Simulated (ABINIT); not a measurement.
Planning a run of ABINIT 10.8.3 on RbAsF6 (R-3). The input:

```
acell 3*1.0 Angstrom
rprim 
  3.717458802479 2.146275840312 2.475880428600
  -3.717458802479 2.146275840312 2.475880428600
  0.000000000000 -4.292551680625 2.475880428600
ntypat 3
znucl 37 33 9
natom 8
typat 1 2 3 3 3 3 3 3
xred 
  0.500000000000 0.500000000000 0.500000000000
  0.000000000000 0.000000000000 0.000000000000
  0.077414800000 0.712012140000 0.799611640000
  0.799611640000 0.077414800000 0.712012140000
  0.287987860000 0.200388360000 0.922585200000
  0.200388360000 0.922585200000 0.287987860000
  0.922585200000 0.287987860000 0.200388360000
  0.712012140000 0.799611640000 0.077414800000
pp_dirpath "pseudos"
pseudos "Rb.upf, As.upf, F.upf"
ecut 36
ngkpt 2 2 2
nshiftk 1
shiftk 0 0 0
kptopt 1
chksymbreak 0
iscf -2
irdden 1
istwfk *1
nband 78
nbdbuf 6
tolwfr 1e-09
nstep 60
prtvol 0
indata_prefix "in"
outdata_prefix "out"
tmpdata_prefix "tmp"
```

```sh
OMP_NUM_THREADS=1 mpirun -n 4 abinit run.abi > log
```

How long will it take on 4 MPI ranks of Arm Neoverse V1, shared host, and how much memory?

It took 31 s; on shared hardware allow 16 s to 63 s. Peak host memory was 0.36 GiB.

[Paths, hosts, dates, memory and timing lines, banners, echoed tables and standing remarks are left out of the program output.]

[Logs are printed without paths, hosts, clocks, repeated set-up lines and the standing remarks that a program may print on its own settings, such as how far it seeks lower states.]

[Runs of the session that timed out or met a known fault of the program may be left out.]

[Hosts, paths, dates, database ids (printed as entryN), source tags and the programs' standing remarks are cut or masked in the printed files.]

[G0W0 gaps are taken among the corrected bands and points alone; a level outside them can change the order at an edge.]

[Where Ansatz stands beside ABINIT at settings called matched, ABINIT's density can come from a denser mesh and the files from another edition; pairs whose starting gaps differed by over 0.03 eV were left out, so agreement reads better than it is.]
